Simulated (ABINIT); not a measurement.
# A GW run on TePb (Fm-3m) in ABINIT, with inputs changed

What do changed inputs do to GW on TePb (Fm-3m)?

Method: PBE and many-body steps on it, plane waves, in ABINIT 10.8.3.

### Step 1. Set-up

It takes space group Fm-3m (No. 225, cubic). Conventional cell: a = 6.462 Å, b = 6.462 Å, c = 6.462 Å, α = 90.00°, β = 90.00°, γ = 90.00°. Te has 6 Pb at 3.23 Å nearest. Nearest to Pb lie 6 Te at 3.23 Å. Farther neighbours and most contacts between anions are not listed.

Coordinates:

```cif
data_structure
_symmetry_space_group_name_H-M 'P 1'
_symmetry_Int_Tables_number 1
_cell_length_a 4.5693
_cell_length_b 4.5693
_cell_length_c 4.5693
_cell_angle_alpha 60.000
_cell_angle_beta 60.000
_cell_angle_gamma 60.000
_cell_volume 67.46
loop_
_atom_site_label
_atom_site_type_symbol
_atom_site_fract_x
_atom_site_fract_y
_atom_site_fract_z
_atom_site_occupancy
Te1 Te 0.50000 0.50000 0.50000 1
Pb2 Pb 0.00000 0.00000 0.00000 1
```

The cell and positions come from the Crystallography Open Database and are kept as given unless a step says otherwise. Spin-orbit coupling is left out unless a step names it.

### Step 2. Screening, 4×4×4 mesh, 296 bands, screening to 228.6 eV

This step: ABINIT 10.8.3; RPA screening on PBE, plane waves, norm-conserving pseudopotentials.

The RPA dielectric matrix is built and inverted for each q.

Input file run.abi:

```
acell 3*1.0 Angstrom
rprim 
  -0.000000000000 3.231000000000 3.231000000000
  3.231000000000 0.000000000000 3.231000000000
  3.231000000000 3.231000000000 0.000000000000
ntypat 2
znucl 52 82
natom 2
typat 1 2
xred 
  0.500000000000 0.500000000000 0.500000000000
  0.000000000000 -0.000000000000 -0.000000000000
pp_dirpath "pseudos"
pseudos "Te.upf, Pb.upf"
ecut 34
ngkpt 4 4 4
nshiftk 1
shiftk 0 0 0
kptopt 1
chksymbreak 0
istwfk *1
occopt 1
irdwfk 1
optdriver 3
nband 296
ecuteps 8.4
inclvkb 2
awtr 1
symchi 1
indata_prefix "in"
outdata_prefix "out"
tmpdata_prefix "tmp"
```

Run with:

```
OMP_NUM_THREADS=1 mpirun -n 4 abinit run.abi > log
```

The program printed:

```text
.Version 10.8.3 of ABINIT. v10.8.2 released Aug 2026.

 Symmetries : space group Fm -3 m (#225); Bravais cF (face-center cubic)
[... echo of the input left out ...]
== DATASET  1 ==================================================================
-   mpi_nproc: 4, omp_nthreads: 1 (-1 if OMP is not activated)

--- !DatasetInfo
iteration_state: {dtset: 1, }
dimensions: {natom: 2, nkpt: 8, mband: 296, nsppol: 1, nspinor: 1, nspden: 1, mpw: 4338, }
cutoff_energies: {ecut:  34.0, pawecutdg:  -1.0, }
electrons: {nelect:   3.00000000E+01, charge:   0.00000000E+00, occopt:   1.00000000E+00, tsmear:   1.00000000E-02, }

 SCREENING: Calculation of the susceptibility and dielectric matrices

 Based on a program developped by R.W. Godby, V. Olevano, G. Onida, and L. Reining.
 Incorporated in ABINIT by V. Olevano, G.-M. Rignanese, and M. Torrent.
.Using double precision arithmetic ; gwpc =  8

[... cell and pseudopotentials left out ...]
--------------------------------------------------------------------------------

 ==== K-mesh for the wavefunctions ====
 Number of points in the irreducible wedge :     8
[... list of points left out ...]
 Together with 48 symmetry operations and time-reversal symmetry
 yields    64 points in the full Brillouin Zone.

 ==== Q-mesh for the screening function ====
 Number of points in the irreducible wedge :     8
[... list of points left out ...]
 Together with 48 symmetry operations and time-reversal symmetry
 yields    64 points in the full Brillouin Zone.

 setmesh: FFT mesh size selected  =    36x   36x   36
          total number of points  =        46656

 vcoul_init : cutoff-mode = AUXILIARY_FUNCTION
 q-points for optical limit:   1
     1)      0.000010    0.000020    0.000030

- screening: taking advantage of time-reversal symmetry
- Maximum band index for partially occupied states nbvw = 15
- Remaining bands to be divided among processors   nbcw = 281
- Number of bands treated by each node ~70

 Number of electrons calculated from density =   30.0000; Expected =   30.0000
 average of density, n =  0.065900
 r_s =    1.5358
 omega_plasma =   24.7627 [eV]

 calculating chi0 at frequencies [eV] :
  1    0.000000E+00    0.000000E+00
  2    0.000000E+00    2.476267E+01

--------------------------------------------------------------------------------
  q-point number  1        q = ( 0.000000, 0.000000, 0.000000) [r.l.u.]
--------------------------------------------------------------------------------
[... chi0 elements left out ...]
 For q-point:  0.000010 0.000020 0.000030
  dielectric constant =  38.7306
  dielectric constant without local fields =  41.7513

  Average fulfillment of the sum rule on Im[epsilon] for q-point    1 :    135.02  [%]
[... wings left out ...]
  q-point number  2        q = ( 0.250000, 0.000000, 0.000000) [r.l.u.]
--------------------------------------------------------------------------------
[... chi0 elements left out ...]
  Average fulfillment of the sum rule on Im[epsilon] for q-point    2 :    163.02  [%]

 [... 6 further q-points ...]
```

It took 4.7 min on 4 MPI ranks of Arm Neoverse V1, shared host; peak memory 2.6 GiB; 19 min of CPU time.

This step gave:

* ε∞ with local fields, on this mesh, along the program's q direction: 38.73
* the same without local fields: 41.75
* plasma frequency: 24.76 eV
* plane waves in the screening matrix: 531

Local fields lower ε∞ by 7 %.

### Step 3. Base

The self-energy is evaluated for the states that the input lists, and the levels follow from it, in one-shot runs by the linearised quasiparticle equation.

This step: G0W0 on PBE, plane waves, norm-conserving pseudopotentials.

Edit run.abi of step 2 so:

```diff
@@ -23,8 +23,17 @@
 irdwfk 1
-optdriver 3
+optdriver 4
 nband 296
+gwcalctyp 0
+ecutsigx 34
+symsigma 1
+nkptgw 2
+kptgw 
+  0.5000000000 0.0000000000 0.0000000000
+  0.0000000000 0.0000000000 0.0000000000
+bdgw 
+  13 18
+  13 18
 ecuteps 8.4
-inclvkb 2
-awtr 1
-symchi 1
+irdscr 1
+ppmodel 1
 indata_prefix "in"
```

The program printed:

```text
.Version 10.8.3 of ABINIT. v10.8.2 released Aug 2026.

 Symmetries : space group Fm -3 m (#225); Bravais cF (face-center cubic)
[... echo of the input left out ...]
== DATASET  1 ==================================================================
-   mpi_nproc: 4, omp_nthreads: 1 (-1 if OMP is not activated)

--- !DatasetInfo
iteration_state: {dtset: 1, }
dimensions: {natom: 2, nkpt: 8, mband: 296, nsppol: 1, nspinor: 1, nspden: 1, mpw: 4338, }
cutoff_energies: {ecut:  34.0, pawecutdg:  -1.0, }
electrons: {nelect:   3.00000000E+01, charge:   0.00000000E+00, occopt:   1.00000000E+00, tsmear:   1.00000000E-02, }

 SIGMA: Calculation of the GW corrections

 Based on a program developped by R.W. Godby, V. Olevano, G. Onida, and L. Reining.
 Incorporated in ABINIT by V. Olevano, G.-M. Rignanese, and M. Torrent.
.Using double precision arithmetic ; gwpc =  8

[... cell and pseudopotentials left out ...]
--------------------------------------------------------------------------------

 ==== K-mesh for the wavefunctions ====
 Number of points in the irreducible wedge :     8
[... list of points left out ...]
 Together with 48 symmetry operations and time-reversal symmetry
 yields    64 points in the full Brillouin Zone.

 ==== Q-mesh for screening function ====
 Number of points in the irreducible wedge :     8
[... list of points left out ...]
 Together with 48 symmetry operations and time-reversal symmetry
 yields    64 points in the full Brillouin Zone.

 vcoul_init : cutoff-mode = AUXILIARY_FUNCTION
 q-points for optical limit:   1
     1)      0.000010    0.000020    0.000030
 setmesh: FFT mesh size selected  =    45x   45x   45
          total number of points  =        91125

 Number of electrons calculated from density =   30.0000; Expected =   30.0000
 average of density, n =  0.065900
 r_s =    1.5358
 omega_plasma =   24.7627 [eV]

 === KS Band Gaps ===
  >>>> For spin  1
   Minimum direct gap =   0.7358 [eV], located at k-point      :   0.5000  0.0000  0.0000
   Fundamental gap    =   0.7358 [eV], Top of valence bands at :   0.5000  0.0000  0.0000
                                       Bottom of conduction at :   0.5000  0.0000  0.0000
 SIGMA fundamental parameters:
 PLASMON POLE MODEL  1
 number of plane-waves for SigmaX                 4285
 number of plane-waves for SigmaC and W            531
 number of plane-waves for wavefunctions          4285
 number of bands                                   296
 number of independent spin polarizations            1
 number of spinorial components                      1
 number of k-points in IBZ                           8
 number of q-points in IBZ                           8
 number of symmetry operations                      48
 number of k-points in BZ                           64
 number of q-points in BZ                           64
 number of frequencies for dSigma/dE                 9
 frequency step for dSigma/dE [eV]                0.25
 number of omega for Sigma on real axis              0
 max omega for Sigma on real axis  [eV]           0.00
 zcut for avoiding poles [eV]                     0.10

 EPSILON^-1 parameters (SCR file):
 dimension of the eps^-1 matrix on file            531
 dimension of the eps^-1 matrix used               531
 number of plane-waves for wavefunctions          4285
 number of bands                                   296
 number of q-points in IBZ                           8
 number of frequencies                               2
 number of real frequencies                          1
 number of imag frequencies                          1

 matrix elements of self-energy operator (all in [eV])

 Perturbative Calculation

--- !SelfEnergy_ee
iteration_state: {dtset: 1, }
kpoint     : [   0.500,    0.000,    0.000, ]
spin       : 1
KS_gap     :    0.736
QP_gap     :    1.117
Delta_QP_KS:    0.381
data: !SigmaeeData |
     Band     E0 <VxcDFT>   SigX SigC(E0)      Z dSigC/dE  Sig(E)    E-E0       E
       13   3.289 -11.806 -14.356   1.377   0.783  -0.277 -12.724  -0.918   2.371
       14   3.289 -11.806 -14.356   1.377   0.783  -0.277 -12.724  -0.918   2.371
       15   4.179 -12.163 -13.776   0.524   0.791  -0.264 -13.025  -0.862   3.317
       16   4.915  -9.781  -7.151  -3.231   0.801  -0.249 -10.262  -0.481   4.434
       17   5.451 -10.045  -7.546  -3.112   0.799  -0.252 -10.534  -0.489   4.961
       18   5.451 -10.045  -7.546  -3.112   0.799  -0.252 -10.534  -0.489   4.961

--- !SelfEnergy_ee
iteration_state: {dtset: 1, }
kpoint     : [   0.000,    0.000,    0.000, ]
spin       : 1
KS_gap     :    5.441
QP_gap     :    5.886
Delta_QP_KS:    0.445
data: !SigmaeeData |
     Band     E0 <VxcDFT>   SigX SigC(E0)      Z dSigC/dE  Sig(E)    E-E0       E
[...]
16   8.279 -10.803  -7.343  -4.197   0.782  -0.278 -11.380  -0.577   7.702
       17   8.279 -10.803  -7.343  -4.197   0.782  -0.278 -11.380  -0.577   7.702
       18   8.279 -10.803  -7.343  -4.197   0.782  -0.278 -11.380  -0.577   7.702

== END DATASET(S) ==============================================================
================================================================================

 -outvars: echo values of variables after computation  --------
           etotal      0.0000000000E+00
            nband         296
             nkpt           8
          spgroup         225
 [... the other variables as echoed above ...]

 Calculation completed.
```

The job ended after 2.1 min (4 MPI ranks; peak memory 2.9 GiB; 8.5 min of CPU time).

This step gave:

```yaml
g0w0_gap_on_the_points_computed: 1.117 eV
starting_gap_on_the_mesh: 0.7358 eV
k_of_the_valence_top: 0.5, 0, 0
k_of_the_conduction_bottom: 0.5, 0, 0
z_at_the_valence_top: 0.791
z_at_the_conduction_bottom: 0.801
least_direct_g0w0_gap_on_the_computed_points: 1.117 eV
```

The gap on the mesh goes from 0.74 eV to 1.12 eV, a correction of +0.38 eV.

### Step 4. Coulomb singularity

Edit run.abi of step 3 so:

```diff
@@ -38,2 +38,3 @@
 ppmodel 1
+gw_icutcoul 3
 indata_prefix "in"
```

The program printed:

```text
.Version 10.8.3 of ABINIT. v10.8.2 released Aug 2026.

 Symmetries : space group Fm -3 m (#225); Bravais cF (face-center cubic)
[... echo of the input left out ...]
== DATASET  1 ==================================================================
-   mpi_nproc: 4, omp_nthreads: 1 (-1 if OMP is not activated)

--- !DatasetInfo
iteration_state: {dtset: 1, }
dimensions: {natom: 2, nkpt: 8, mband: 296, nsppol: 1, nspinor: 1, nspden: 1, mpw: 4338, }
cutoff_energies: {ecut:  34.0, pawecutdg:  -1.0, }
electrons: {nelect:   3.00000000E+01, charge:   0.00000000E+00, occopt:   1.00000000E+00, tsmear:   1.00000000E-02, }

 SIGMA: Calculation of the GW corrections

 Based on a program developped by R.W. Godby, V. Olevano, G. Onida, and L. Reining.
 Incorporated in ABINIT by V. Olevano, G.-M. Rignanese, and M. Torrent.
.Using double precision arithmetic ; gwpc =  8

[... cell and pseudopotentials left out ...]
--------------------------------------------------------------------------------

 ==== K-mesh for the wavefunctions ====
 Number of points in the irreducible wedge :     8
[... list of points left out ...]
 Together with 48 symmetry operations and time-reversal symmetry
 yields    64 points in the full Brillouin Zone.

 ==== Q-mesh for screening function ====
 Number of points in the irreducible wedge :     8
[... list of points left out ...]
 Together with 48 symmetry operations and time-reversal symmetry
 yields    64 points in the full Brillouin Zone.

 vcoul_init : cutoff-mode = CRYSTAL
 q-points for optical limit:   1
     1)      0.000010    0.000020    0.000030
 setmesh: FFT mesh size selected  =    45x   45x   45
          total number of points  =        91125

 Number of electrons calculated from density =   30.0000; Expected =   30.0000
[...]
number of omega for Sigma on real axis              0
 max omega for Sigma on real axis  [eV]           0.00
 zcut for avoiding poles [eV]                     0.10

 EPSILON^-1 parameters (SCR file):
 dimension of the eps^-1 matrix on file            531
 dimension of the eps^-1 matrix used               531
 number of plane-waves for wavefunctions          4285
 number of bands                                   296
 number of q-points in IBZ                           8
 number of frequencies                               2
 number of real frequencies                          1
 number of imag frequencies                          1

 matrix elements of self-energy operator (all in [eV])

 Perturbative Calculation

--- !SelfEnergy_ee
iteration_state: {dtset: 1, }
kpoint     : [   0.500,    0.000,    0.000, ]
spin       : 1
KS_gap     :    0.736
QP_gap     :    1.114
Delta_QP_KS:    0.379
data: !SigmaeeData |
     Band     E0 <VxcDFT>   SigX SigC(E0)      Z dSigC/dE  Sig(E)    E-E0       E
       13   3.289 -11.806 -13.997   1.203   0.789  -0.267 -12.587  -0.780   2.509
       14   3.289 -11.806 -13.997   1.203   0.789  -0.267 -12.587  -0.780   2.509
       15   4.179 -12.163 -13.417   0.349   0.797  -0.254 -12.885  -0.722   3.457
[...]
--- !SelfEnergy_ee
iteration_state: {dtset: 1, }
kpoint     : [   0.000,    0.000,    0.000, ]
spin       : 1
KS_gap     :    5.441
QP_gap     :    5.883
Delta_QP_KS:    0.442
data: !SigmaeeData |
     Band     E0 <VxcDFT>   SigX SigC(E0)      Z dSigC/dE  Sig(E)    E-E0       E
[...]
17   8.279 -10.803  -7.343  -4.023   0.789  -0.268 -11.246  -0.444   7.836
       18   8.279 -10.803  -7.343  -4.023   0.789  -0.268 -11.246  -0.444   7.836

== END DATASET(S) ==============================================================
================================================================================

 -outvars: echo values of variables after computation  --------
           etotal      0.0000000000E+00
            nband         296
             nkpt           8
          spgroup         225
 [... the other variables as echoed above ...]

 Calculation completed.
```

The job ended after 2.1 min (4 MPI ranks; peak memory 2.9 GiB).

Numbers from this step:

| Property | Result |
| --- | --- |
| G0W0 gap on the points computed | 1.114 eV |
| starting gap on the mesh | 0.7358 eV |
| k of the valence top | 0.5, 0, 0 |
| k of the conduction bottom | 0.5, 0, 0 |
| Z at the valence top | 0.797 |
| Z at the conduction bottom | 0.807 |
| least direct G0W0 gap on the computed points | 1.114 eV |

Against G0W0 in ABINIT (4×4×4 mesh, 296 bands, screening to 228.6 eV, Godby-Needs plasmon pole), the gap moves by −0.003 eV.

### Step 5. Side by side

Times are wall times on 4 MPI ranks of Arm Neoverse V1, shared host, good to a factor of about two. A run's time includes the screening step that it read.

```csv
run,mesh,bands,screening cutoff (eV),DFT gap (eV),gap on the mesh (eV),direct (eV),ε∞ used,time
base,4×4×4,296,228.6,0.736,1.117,1.117,38.73,6.9 min
Coulomb singularity,4×4×4,296,228.6,0.736,1.114,1.114,38.73,6.8 min
```

### Step 6. Summary of results

| Property | Result |
| --- | --- |
| base | 1.117 eV |
| Coulomb singularity | 1.114 eV |
| known limits | not at the basis limit; exchange with frozen shells missing; mesh may overstate the screening; no spin-orbit coupling; coarse k mesh |

In words: Coulomb singularity: −0.003 eV against base (keys changed: gw_icutcoul). Bands and cutoff are finite, so the gap is not at the basis limit. The miss can reach some tenths of an eV and take either sign; the mesh is an error of its own. In the first G0W0 run levels were corrected at 2 k points alone, so a gap called «on the mesh» is the least over those, and an edge elsewhere would be missed. The 4×4×4 mesh is coarse for this cell, which bears on the long-range parts of exchange and screening. Where an edge is built on 6p states of lead, bismuth or thallium, scalar-relativistic gaps usually stand too wide, by a few tenths to over one eV. The norm-conserving file of at least one element keeps a d shell over frozen s and p shells of the same row. Exchange with those shells is missing from the self-energy, an error of 0.3 to 0.9 eV in cases checked, whose sign depends on which edge lies on those atoms. The RPA ε∞ on this mesh reaches over 25; with a narrow direct gap a coarse mesh can overstate it, and the correction is then too small. The many-body steps are scalar-relativistic: spin-orbit coupling is not in them.

[Paths, hosts, dates, memory and timing lines, banners, echoed tables and standing remarks are left out of the program output.]

[Logs are printed without paths, hosts, clocks, repeated set-up lines and the standing remarks that a program may print on its own settings, such as how far it seeks lower states.]

[Runs of the session that timed out or met a known fault of the program may be left out.]

[No measured gap is set beside runs whose start may be inverted or whose files or cutoffs have a known fault.]

[Hosts, paths, dates, database ids (printed as entryN), source tags and the programs' standing remarks are cut or masked in the printed files.]

[G0W0 gaps are taken among the corrected bands and points alone; a level outside them can change the order at an edge.]

[Where Ansatz stands beside ABINIT at settings called matched, ABINIT's density can come from a denser mesh and the files from another edition; pairs whose starting gaps differed by over 0.03 eV were left out, so agreement reads better than it is.]
